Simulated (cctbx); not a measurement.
# Which space group?

Cell: a = 4.8600 Å, b = 8.4890 Å, c = 8.4950 Å, α = 90.00°, β = 90.00°, γ = 90.00°. Expected content of the cell: Mo2 Y2 Fe22 C2.

The data are simulated with cctbx, not measured: Mo Kα, λ = 0.71073 Å, to d = 0.6 Å, 95 % of the full sphere, strongest reflection 20000 counts, noise from counting, a 1.5 % proportional error and a noise floor of 2 counts (s.d.); no absorption.

Tests on the unmerged data give:

```text
6454 reflections to d = 0.600 A
centring   violations  <I/sigma> of those
    A       1495 of  3222      8.1
    B       1481 of  3218      8.4
    C       1472 of  3216      8.2
    I          0 of  3215     -0.0
    R       1990 of  4295      9.2
    F       2224 of  4828      8.3
Laue class    unique    Rint  (classes that these axes allow; Friedel mates merged)
I 1 2/m 1         900   0.036
I 1 1 2/m         901   0.036
I 2/m 1 1         932   0.035
I m m m           516   0.037
space group    extra absences  I>4sigma  <I/sigma>
I 2 2 2                 0          0         -  acentric
I 21 21 21              0          0         -  acentric
I m m 2                 0          0         -  acentric
I 2 m m                 0          0         -  acentric
I m 2 m                 0          0         -  acentric
I m m m                 0          0         -  centric
Wilson B = 0.79 A^2   <|E^2-1|> = 0.777 (0.968 centric, 0.736 acentric)   E^2>4: 1.2 %
shell (A)         n   <I/sigma>
 6.01 - 1.20     75     56.7
 1.20 - 0.95     63     41.1
 0.95 - 0.83     70     34.1
 0.83 - 0.76     61     34.1
 0.76 - 0.70     58     29.5
 0.70 - 0.66     67     28.4
 0.66 - 0.63     59     24.1
 0.63 - 0.60     63     24.2
```

Q: Read the symmetry from these tables.

The reflections that I centring forbids are absent (⟨I/σ⟩ near 0), so the lattice is I.

Rint stays low (0.035 to 0.037) up to I m m m, the highest class in these axes. It includes Bijvoet differences, since Friedel mates are merged.

6 settings pass the absence test. No glide or screw absences show, which leaves I 2 2 2, I 21 21 21, I m m 2, I 2 m m, I m 2 m and I m m m.

⟨|E²−1|⟩ = 0.777 leans to a non-centrosymmetric structure. The Wilson B of 0.79 Å² means U ≈ 0.0100 Å².

The true group is Imm2 (no. 44), Laue class mmm, non-centrosymmetric. The tables only narrow the choice to the tied entries; cell content, site symmetry and trial solutions must settle it.

The model was made for the exercise: a known structure type with other elements put in, its volume estimated, not relaxed; displacement parameters are assumed.

[Logs are printed without paths, hosts, clocks, repeated set-up lines and the standing remarks that a program may print on its own settings, such as how far it seeks lower states.]
